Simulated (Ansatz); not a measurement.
# (KBr)1(NaI)2 [001] superlattice, started as rocksalt type: phonons and vibrational spectra, part 3 of 3

How does (KBr)1(NaI)2 [001] superlattice, started as rocksalt type vibrate, and is this structure a minimum?

Ansatz 0.2.0; DFT PBEsol, scalar-relativistic, plane waves, PAW.

So far. Step 3 (Tight relaxation): The largest force component left is 0.36 meV/Å and the pressure is -0.001 GPa, within the tolerances set. The cell now holds 33.67 Å³/atom. The relaxed cell has a = 4.558, c = 19.449 Å (conventional setting).

The structure was built from a prototype and need not be the compound's stable phase.

## (4) Modes at Γ (continued)

Without the LO-TO term. Patterns of degenerate modes are one choice out of their space. The modes at Γ (shares of kinetic energy by element, %):

| mode | frequency (cm⁻¹) | symmetry | Br % | I % | K % | Na % |
| --- | --- | --- | --- | --- | --- | --- |
| 1 | 0.0 | acoustic | 19 | 61 | 9 | 11 |
| 2 | 0.0 | acoustic | 19 | 61 | 9 | 11 |
| 3 | 0.0 | acoustic | 19 | 61 | 9 | 11 |
| 4 | 33.9 | Eu | 46 | 27 | 25 | 2 |
| 5 | 33.9 | Eu | 46 | 27 | 25 | 2 |
| 6 | 35.1 | Eg | 0 | 86 | 0 | 14 |
| 7 | 35.1 | Eg | 0 | 86 | 0 | 14 |
| 8 | 64.0 | A2u | 79 | 13 | 0 | 8 |
| 9 | 76.5 | A1g | 0 | 100 | 0 | 0 |
| 10 | 103.5 | A2u | 1 | 20 | 0 | 79 |
| 11 | 112.2 | Eu | 1 | 12 | 0 | 87 |
| 12 | 112.2 | Eu | 1 | 12 | 0 | 87 |
| 13 | 113.4 | Eg | 0 | 14 | 0 | 86 |
| 14 | 113.4 | Eg | 0 | 14 | 0 | 86 |
| 15 | 116.5 | A1g | 0 | 0 | 0 | 100 |
| 16 | 126.9 | Eu | 34 | 0 | 66 | 0 |
| 17 | 126.9 | Eu | 34 | 0 | 66 | 0 |
| 18 | 136.7 | A2u | 1 | 6 | 90 | 3 |

Displacements in mode 5 (33.9 cm⁻¹), the largest set to 1:
```
Br1  0.20  0.95  0.00
I2  -0.09 -0.41  0.00
I3  -0.09 -0.41  0.00
K4   0.21  1.00  0.00
Na5 -0.06 -0.26  0.00
Na6 -0.06 -0.26  0.00
```

Displacements in mode 14 (113.4 cm⁻¹), the largest set to 1:
```
Br1  0.00  0.00  0.00
I2   0.00 -0.17  0.00
I3   0.00  0.17  0.00
K4   0.00  0.00  0.00
Na5  0.00  1.00  0.00
Na6  0.00 -1.00  0.00
```

Optical modes at the zone centre, without and with the macroscopic field of the longitudinal modes; each column is sorted by frequency, so a row need not hold one and the same mode. Modes with and without the field, by row:

| rank among optical modes | no field (cm⁻¹) | q along (1, 0, 0) (cm⁻¹) | q along (0, 0, 1) (cm⁻¹) |
| --- | --- | --- | --- |
| 1 | 33.9 | 33.9 | 33.9 |
| 2 | 33.9 | 34.3 | 33.9 |
| 3 | 35.1 | 35.1 | 35.1 |
| 4 | 35.1 | 35.1 | 35.1 |
| 5 | 64 | 64 | 71.2 |
| 6 | 76.5 | 76.5 | 76.5 |
| 7 | 103.5 | 103.5 | 112.2 |
| 8 | 112.2 | 112.2 | 112.2 |
| 9 | 112.2 | 113.4 | 113.4 |
| 10 | 113.4 | 113.4 | 113.4 |
| 11 | 113.4 | 116.5 | 116.5 |
| 12 | 116.5 | 123.9 | 126.9 |
| 13 | 126.9 | 126.9 | 126.9 |
| 14 | 126.9 | 136.7 | 127.5 |
| 15 | 136.7 | 168.2 | 163.4 |

Born charge (rows field, columns displacement) (e), principal values of the symmetric part by kind of site:

| atom | atoms with these values | low | middle | high | mean |
| --- | --- | --- | --- | --- | --- |
| Br1 | 1 | -1.34 | -1.13 | -1.13 | -1.20 |
| I2 | 2 | -1.19 | -1.19 | -1.05 | -1.14 |
| K4 | 1 | 1.09 | 1.09 | 1.18 | 1.12 |
| Na5 | 2 | 1.13 | 1.21 | 1.21 | 1.18 |

In full for K4:

```
1.09 0.00 0.00
0.00 1.09 0.00
0.00 0.00 1.18
```

High-frequency dielectric tensor:

```
3.18 0.00 0.00
0.00 3.18 0.00
0.00 0.00 3.14
```

Static dielectric tensor (ions relaxed, fixed cell):

```
6.98 0.00 0.00
0.00 6.98 0.00
0.00 0.00 8.45
```

Transverse modes. Infrared lines, with heights relative to the strongest:

| position (cm⁻¹) | relative intensity |
| --- | --- |
| 34 | 0.5 |
| 35 | 0.0 |
| 64 | 11 |
| 76 | 0.0 |
| 104 | 38 |
| 112 | 100 |
| 113 | 0.0 |
| 116 | 0.0 |
| 127 | 22 |
| 137 | 9.1 |

Activity x (w_L - w)^4 (n + 1)/w, 532 nm, 300 K; modes without the macroscopic field alone. Raman lines, with heights relative to the strongest:

| position (cm⁻¹) | relative intensity |
| --- | --- |
| 34 | 0.0 |
| 35 | 100 |
| 64 | 0.0 |
| 76 | 47 |
| 104 | 0.0 |
| 112 | 0.0 |
| 113 | 1.7 |
| 116 | 70 |
| 127 | 0.0 |
| 137 | 0.0 |

Before it was imposed, the acoustic sum rule was missed by 1.5e-4 eV/Å² and the charge sum rule by 0.010 e. Small misses are needed for a sound result but don't prove that mesh and cutoff are converged. The lowest optical mode is real, 33.9 cm⁻¹.

The log warns of the k mesh: “the force constants stand on the 4×4×4 k-mesh, whose period is 11.48 times the interband length at k = (0.0000, 0.0000, 0.0000), direct gap 3.600 eV, under 14: take them and everything formed from them as unconverged”.

## (5) Another isotope, element Br, natural mass 79.904 amu

An isotope changes the mass and not the force constants, so no new electronic calculation is needed; the shifts show which modes move this element.

The same force constants with the mass of Br changed from 79.904 to 80.916 u (phonopy, no LO-TO term). Both lists are sorted by frequency; levels can cross, so a row need not hold one and the same mode. Modes under 3 cm⁻¹ are left out. Isotope shifts, by row:

| q | rank | natural mass (cm⁻¹) | changed mass (cm⁻¹) |
| --- | --- | --- | --- |
| 0 0 0 | 4 | 33.9 | 33.8 |
| 0 0 0 | 5 | 33.9 | 33.8 |
| 0 0 0 | 6 | 35.1 | 35.1 |
| 0 0 0 | 7 | 35.1 | 35.1 |
| 0 0 0 | 8 | 64.01 | 63.69 |
| 0 0 0 | 9 | 76.48 | 76.48 |
| 0 0 0 | 10 | 103.5 | 103.5 |
| 0 0 0 | 11 | 112.2 | 112.1 |
| 0 0 0 | 12 | 112.2 | 112.1 |
| 0 0 0 | 13 | 113.4 | 113.4 |
| 0 0 0 | 14 | 113.4 | 113.4 |
| 0 0 0 | 15 | 116.5 | 116.5 |
| 0 0 0 | 16 | 126.9 | 126.7 |
| 0 0 0 | 17 | 126.9 | 126.7 |
| 0 0 0 | 18 | 136.7 | 136.7 |

A mode of this element alone would shift by -0.63 %. The highest zone-centre frequency without the field goes from 136.7 to 136.7 cm⁻¹ (+0.0 %). The product of the frequency ratios over all optical modes at Γ is 0.985; the product rule, (m/m′)^(3k/2) (M′/M)^(3/2) with k = 1 such atoms and M the mass of the cell, gives 0.985.

## (6) Isotope substitution, element K, natural mass 39.0983 amu

The same for K, from 39.10 to 40.96 u.

A mode of this element alone would shift by -2.30 %. The highest zone-centre frequency without the field goes from 136.7 to 133.8 cm⁻¹ (-2.1 %). The product of the frequency ratios over all optical modes at Γ is 0.939; the product rule, (m/m′)^(3k/2) (M′/M)^(3/2) with k = 1 such atoms and M the mass of the cell, gives 0.939.

## (7) Summary of results

| Property | Result |
| --- | --- |
| space group after relaxation (within 0.01 Å) | I4/mmm |
| volume per atom | 33.7 Å³ |
| gap on the k-mesh | 3.60 eV |
| highest optical mode at the zone centre (no LO-TO term) | 137 cm⁻¹ |
| top of the zone-centre spectrum with the field | 168 cm⁻¹ |
| lowest optical zone-centre mode | 33.9 cm⁻¹ |
| mean high-frequency dielectric constant | 3.17 |
| mean static dielectric constant | 7.47 |
| largest Born charge (third of the trace) | -1.20 e |
| imaginary modes at Γ (the only wavevector solved) | none |

What this shows: The structure is stable against zone-centre distortions, since no mode there is imaginary; runs at other wavevectors are not part of this account. Without the field, the optical modes at Γ span 34 to 137 cm⁻¹. The dispersion is not part of this account. The highest mode in this list at Γ, 136.7 cm⁻¹, is mostly motion of K (90 % of the kinetic energy). With the macroscopic field of the longitudinal modes the top of the zone-centre spectrum lies at 168 cm⁻¹, against 137 cm⁻¹ without it. Lattice motion raises the mean dielectric constant from 3.170 to 7.471. The strongest infrared line is at 112 cm⁻¹. Averaged over orientations, the strongest Raman line at 532 nm and 300 K is at 35 cm⁻¹. With the field response the log warns that the k mesh is coarse for the force constants too, so the frequencies may not be converged. Spin-orbit coupling is left out, which can matter for the heavy elements here. The starting cell was built on a prototype and not taken from a measurement, so the phase need not exist. These are harmonic frequencies at zero temperature: anharmonic shifts, linewidths and thermal expansion are left out.

[Logs are printed without paths, hosts, clocks, repeated set-up lines and the standing remarks that a program may print on its own settings, such as how far it seeks lower states.]

[Hosts, paths, dates, database ids (printed as entryN), source tags and the programs' standing remarks are cut or masked in the printed files.]
